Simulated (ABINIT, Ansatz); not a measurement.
Records of electronic-structure calculations.

**Ba2H6Os (Fm-3m): one start, several treatments of the self-energy**

The structure is cubic, space group Fm-3m (No. 225). The conventional cell has a = 8.092 Å, b = 8.092 Å, c = 8.092 Å, α = 90.00°, β = 90.00°, γ = 90.00°. Ba has 12 H at 2.88 Å nearest. Nearest to H lie 1 Os at 1.73 Å and 4 H at 2.45 Å and 4 Ba at 2.88 Å. Os has 6 H at 1.73 Å nearest. Farther neighbours, and contacts between anions beyond the nearest, are not listed.

```xyz
9
Lattice="0.0000 4.0462 4.0462 4.0462 0.0000 4.0462 4.0462 4.0462 0.0000" Properties=species:S:1:pos:R:3 pbc="T T T"
Ba    6.0693    6.0693    6.0693
Ba    2.0231    2.0231    2.0231
H     4.0462    4.0462    6.3600
H     4.0462    1.7324    4.0462
H     1.7324    4.0462    4.0462
H     4.0462    4.0462    1.7324
H     4.0462    6.3600    4.0462
H     6.3600    4.0462    4.0462
Os    0.0000    0.0000    0.0000
```

```yaml
method: RPA screening on LDA, plane waves, norm-conserving pseudopotentials (and 3 further levels or steps)
program: ABINIT 10.8.3
settings: cutoff 33 Ha, PseudoDojo scalar-relativistic 0.4.1 standard, norm-conserving, ngkpt (2, 2, 2), nband 108, ecuteps 4.2 Ha, gwcalctyp 2, nfreqre 16, nfreqim 8, inclvkb 2, freqremax 40 eV, spmeth 1, nomegasf 120, shiftk (0, 0, 0), symchi 1, awtr 1, frequency cd, 2×2×2 k-mesh
notes: The program’s warnings: Min real frequency set to default [Ha] = and nproc spkpt=  >= nkpt= * nsppol=. The cell and positions are those that the Materials Project relaxed with its own functionals (PBE, PBE+U or r2SCAN), kept fixed. Limits: no spin polarisation; d states lean on the start; no spin-orbit coupling. The 2×2×2 mesh is coarse for this cell, which bears on the long-range parts of exchange and screening. The runs have no spin polarisation. For a closed low-spin shell that is the natural state; where a d or f shell is open it is a constraint, and the gap is then not the crystal’s own.
g0w0_godby_needs_plasmon_pole: 2.608 eV
g0w0_hybertsen_louie_plasmon_pole: 2.743 eV
g0w0_engel_farid_plasmon_pole: 2.625 eV
one_shot_hartree_fock: 8.875 eV
g0w0_contour_deformation: 2.594 eV
known_limits: short of the basis limit; no spin polarisation; d states lean on the start; no spin-orbit coupling; coarse k mesh
```

G0W0, Hybertsen-Louie plasmon pole: +0.135 eV against G0W0, Godby-Needs plasmon pole. G0W0, Engel-Farid plasmon pole: +0.017 eV against G0W0, Godby-Needs plasmon pole.

[Long decimals in the printed logs are rounded to 6 places.]

[Logs are printed without paths, hosts, clocks, repeated set-up lines and the standing remarks that a program may print on its own settings, such as how far it seeks lower states.]

[Paths, hosts, dates, memory and timing lines, banners, echoed tables and standing remarks are left out of the program output; an Ansatz launch command may be rebuilt from the run's recorded settings. Measured values are a selection of at most five: reports struck by readers or far from the other reports are left out. None is set beside runs whose start may be inverted or whose files or cutoffs have a known fault.]

[Runs of the session that timed out or met a known fault of the program may be left out.]

[Hosts, paths, dates, database ids (printed as entryN), source tags and the programs' standing remarks are cut or masked in the printed files.]

[G0W0 gaps are taken among the corrected bands and points alone; a level outside them can change the order at an edge.]

[Where Ansatz stands beside ABINIT at settings called matched, ABINIT's density can come from a denser mesh and the files from another edition; pairs whose starting gaps differed by over 0.03 eV were left out, so agreement reads better than it is.]
